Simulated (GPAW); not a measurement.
# O K-edge XANES of NaWO3 (Pm-3m), part 3 of 3

Aim: the near-edge shape at the O K edge of NaWO3 (Pm-3m), and what the core hole does to it.

GPAW 26.7.0; X-ray absorption from dipole matrix elements to empty bands, plane-wave PAW LDA.

So far. Step 5 (Spectrum with XCH, O atom 3): Main maxima below 24 eV (height): 0.6 eV (1.63), 4.8 eV (1.55), 7.1 eV (2.05), 11.0 eV (1.58) and 20.1 eV (1.00).  Step 5 (Spectrum with XCH, O atom 3): The total-energy difference is 535.06 eV. One term is added: -8.83 eV, since the hole is spin-paired here and a spin-polarised one costs that much less in the free atom (computed apart). The photon energy is then 526.23 eV.

The database entry behind the starting cell is an old determination (1949), so it need not match the best structure at ambient conditions.

### 7. Spectrum with XCH, O atom 3

A smaller cell brings the holes closer; here they are 3.9 Å apart.

Changed against the first core-hole run: supercell atoms from 10 to 5.

Input file xas.py:

```python
import numpy as np
from ase import Atoms
from ase.parallel import parprint, paropen
from gpaw import GPAW, PW, FermiDirac, Mixer, MixerDif, setup_paths
from gpaw.test import gen
setup_paths.insert(0, '.')
gen('O', name='fch1s', xcname='LDA', corehole=(1, 0, 1), write_xml=True)
from gpaw.mpi import world
world.barrier()

atoms = Atoms('WNaO3',
    cell=[[3.86, 0, 0],
     [0, 3.86, 0],
     [0, 0, 3.86]],
    scaled_positions=[[0.5, 0.5, 0.5],
     [0, 0, 0],
     [0.5, 0, 0.5],
     [0, 0.5, 0.5],
     [0.5, 0.5, 0]],
    pbc=True)
atoms.calc = calc = GPAW(legacy_gpaw=True, mode=PW(500, force_complex_dtype=True), xc='LDA', setups={2: 'fch1s'},
    kpts={'size': (6, 6, 6), 'gamma': True}, occupations=FermiDirac(0.1),
    charge=-1, mixer=Mixer(0.1, 5, 50), maxiter=150,
    convergence={'density': 0.0001, 'eigenstates': 1e-6}, txt='scf.txt')
energy = atoms.get_potential_energy() + calc.get_reference_energy()
ef = calc.get_fermi_level()
out = dict(energy=energy, fermi=ef, forces=atoms.get_forces().tolist())
parprint(f'all-electron energy {energy:.4f} eV, Fermi level {ef:.4f} eV')
ev = np.array([[calc.get_eigenvalues(k, s) for k in range(len(calc.get_ibz_k_points()))] for s in range(calc.get_number_of_spins())])
out['homo'], out['lumo'], out['counts'] = ev[ev < ef].max(), ev[ev > ef].min(), sorted(set((ev < ef).sum((0, 2)).tolist()))
out['filled'] = (ev[:, 0] < ef).sum(1).tolist()

from ase.units import Ha
from gpaw.xas import dipole_matrix_elements
nb = int(calc.get_number_of_electrons() / 2) + 43
top = nb
nscf = calc.fixed_density(kpts={'size': (8, 8, 8), 'gamma': True},
    convergence={'eigenstates': 1.0}, txt='nscf.txt')
nscf.diagonalize_full_hamiltonian(nbands=nb)
cell = atoms.cell.array
ops = [cell.T @ U.T @ np.linalg.inv(cell.T) for U in nscf.wfs.kd.symmetry.op_scc]
E = np.arange(-6, 34, 0.1)
fwhm = np.interp(E, [4, 25], [0.9, 3.5])
Y, X, zero, highest = 0, 0, 1e9, 1e9
for spin in range(nscf.get_number_of_spins()):
    wfs = nscf.wfs
    mine = wfs.bd.get_slice()  # this rank's bands
    A = dipole_matrix_elements(wfs.setups[2])
    eps = np.zeros((wfs.kd.nibzkpts, nb))
    d = np.zeros((3, A.shape[1], wfs.kd.nibzkpts, nb), complex)
    for kpt in wfs.kpt_u:
        if kpt.s == spin and 2 in kpt.P_ani:
            eps[kpt.k, mine] = kpt.eps_n * Ha
            d[:, :, kpt.k, mine] = (kpt.weight * wfs.nspins / 2) ** 0.5 * np.inner(A, kpt.P_ani[2])
    world.sum(eps)
    world.sum(d)
    T = np.einsum('amkn,bmkn->abkn', d, d.conj()).real
    T = sum(np.einsum('ai,ijkn,bj->abkn', R, T, R) for R in ops) / len(ops)
    empty = eps > ef
    zero, highest = min(zero, eps[empty].min()), min(highest, eps[:, top - 1].min())
    lines = [(eps, T, empty)] if spin == 0 else lines + [(eps, T, empty)]
for eps, T, empty in lines:
    f = np.einsum('aakn->akn', T).reshape(3, -1)
    x = eps.ravel() - zero
    w = np.interp(x, E, fwhm) / 2.35482
    g = np.exp(-0.5 * ((E[:, None] - x) / w) ** 2) / (w * (2 * np.pi) ** 0.5)
    Y = Y + (f * empty.ravel()) @ g.T
    X = X + (f * ~empty.ravel()) @ g.T
out.update(E=E.round(2).tolist(), xas=Y.tolist(), xes=X.tolist(), zero=zero, valid=highest - zero, nk=len(eps), nb=nb)
for i in range(0, len(E), 10):
    parprint(f'{E[i]:7.2f}', *(f'{v:10.3e}' for v in Y[:, i]))
import json
with paropen('out.json', 'w') as f:
    json.dump(out, f)
```

Command:

```bash
$ OMP_NUM_THREADS=1 mpirun -n 4 gpaw python xas.py
```

Numbers of over 12 decimals in the logs are rounded to 6 here.

Log:

```text
Input parameters:
  charge: -1
  convergence: {density: 0.0001,
                eigenstates: 1e-06}
  kpts: {gamma: True,
         size: (6, 6, 6)}
  maxiter: 150
  mixer: {backend: pulay,
          beta: 0.1,
          method: separate,
          nmaxold: 5,
          weight: 50}
  mode: {ecut: 500.0,
         force_complex_dtype: True,
         name: pw}
  occupations: {fixmagmom: False,
[...]
*p    :    -0.067100
*d    :     0.000000
--------------------------------

Diagonalizing with gridspacing h=0.050

state   all-electron     PAW
-------------------------------
2s:      -1.594915    -1.596334
2p:      -1.067100    -1.073375
*d:                   -0.060686
*f:                   -0.013559
-------------------------------
all-electron energy -448505.5243 eV, Fermi level 8.2479 eV
[...]
32.00  7.208e-05  6.311e-05  7.208e-05
  33.00  8.220e-05  9.941e-05  8.220e-05
[key lines of the parts left out:]
Converged after 13 iterations.
Dipole moment: (-0.000000, -0.000000, -0.000000) |e|*Ang
Free energy:    -57.677005
Fermi level: 8.24785
```

The job ended after 80 s (4 MPI ranks of Intel Xeon 6975P-C (Granite Rapids), shared host; peak memory 0.49 GiB).

These settings depart from the first run's and aren't meant as converged.

Against the first run the r.m.s. difference is 32 %. The highest intensity below 16 eV goes from 7.1 eV (2.05) to 6.2 eV (2.28).

```
E (eV)  first run  this run
  -2.0       0.00      0.00
  -0.5       0.10      0.12
   1.0       1.31      0.75
   2.5       0.39      0.49
   4.0       1.04      1.43
   5.5       1.29      2.02
   7.0       2.05      1.94
   8.5       1.67      0.74
  10.0       1.13      1.46
  11.5       1.44      1.37
  13.0       0.63      0.50
  14.5       0.34      0.34
  16.0       0.35      0.36
  17.5       0.52      0.66
  19.0       0.88      0.95
  20.5       0.98      0.84
  22.0       0.67      0.53
  23.5       0.36      0.36
  25.0       0.27      0.32
  26.5       0.32      0.42
  28.0       0.49      0.59
  29.5       0.67      0.71
  31.0       0.81      0.86
```

### 8. What the core hole does

Both curves are counted from their own zero, so only the shift of weight within the empty states shows.

```
E (eV)  no hole   XCH
  -2.0     0.00  0.00
  -1.0     0.01  0.00
   0.0     0.70  0.74
   1.0     1.57  1.31
   2.0     1.48  0.61
   3.0     0.39  0.29
   4.0     0.42  1.04
   5.0     0.99  1.49
   6.0     0.88  1.47
   7.0     1.24  2.05
   8.0     1.65  1.95
   9.0     1.62  1.19
  10.0     1.17  1.13
  11.0     1.26  1.58
  12.0     1.86  1.15
  13.0     1.57  0.63
  14.0     0.81  0.37
  15.0     0.44  0.33
  16.0     0.37  0.35
  17.0     0.38  0.43
  18.0     0.45  0.64
  19.0     0.60  0.88
  20.0     0.77  1.00
  21.0     0.86  0.91
  22.0     0.80  0.67
  23.0     0.60  0.44
  24.0     0.40  0.31
  25.0     0.29  0.27
  26.0     0.24  0.29
  27.0     0.24  0.36
  28.0     0.30  0.49
  29.0     0.38  0.61
  30.0     0.45  0.71
  31.0     0.50  0.81
  32.0     0.53  0.95
```

With each curve scaled to its own mean, the area from −2 to 6 eV with the hole is 6.2 against 6.0, and the centre of weight from −1 to 20 eV moves by -0.2 eV (first and strongest maxima below 20 eV: 1.5 eV (2.08), 8.3 eV (1.66) and 12.2 eV (1.89) without the hole, 0.6 eV (1.63), 7.1 eV (2.05) and 11.0 eV (1.58) with it); the shape changes all the same, by 45 % r.m.s.

### 9. Summary of results

```yaml
absorber_and_edge: O K, atom 3 of the ground-state input (counted from 1)
surroundings: 2 W at 1.93 Å (linear, site symmetry 4/mmm)
highest_intensity_below_16_ev: 7.1 eV above the zero, height 2.05
photon_energy_of_the_zero_with_the_added_terms: 526.2 eV (raw 535.1 eV; LDA puts this hole about 4 eV below PBE, itself good to a few eV)
```

The O K edge of atom 3, with 2 W at 1.93 Å (linear, site symmetry 4/mmm), has its highest intensity of the first 16 eV at 7.1 eV above the zero, near 533 eV in photon energy (LDA puts this hole about 4 eV below PBE, itself good to a few eV), 2.1 times the mean level of the first 20 eV (Gaussian full width 0.9 eV up to 4 eV, rising linearly to 3.5 eV at 25 eV). With each curve scaled to its own mean, the area from −2 to 6 eV with the hole is 6.2 against 6.0, and the centre of weight from −1 to 20 eV moves by -0.2 eV (first and strongest maxima below 20 eV: 1.5 eV (2.08), 8.3 eV (1.66) and 12.2 eV (1.89) without the hole, 0.6 eV (1.63), 7.1 eV (2.05) and 11.0 eV (1.58) with it); the shape changes all the same, by 45 % r.m.s. A cell with holes 3.9 Å apart changes the curve by 32 % r.m.s. (27 % after the best shift). The primitive cell holds an odd number of electrons, so a spin-paired run has to come out metallic; that is right for a metal, but some such compounds are magnetic or distorted insulators. The holes are only 5.5 Å apart, so the shape is probably not converged with cell size; no larger cell was run here. The structure is a published determination, not relaxed.

[Banner, clock and machine lines of the logs are left out without a mark of their own.]

[Logs are printed without paths, hosts, clocks, repeated set-up lines and the standing remarks that a program may print on its own settings, such as how far it seeks lower states.]

[Hosts, paths, dates, database ids (printed as entryN), source tags and the programs' standing remarks are cut or masked in the printed files.]

[Lists of maxima count a maximum above −3 eV only where it reaches 4 % of the highest in the window and stands out from its surroundings by 2 % of it (1.5 % where it reaches 55 %); shoulders and weaker maxima are passed over, and of the rest the first, up to two pre-edge ones and the few strongest are named.]
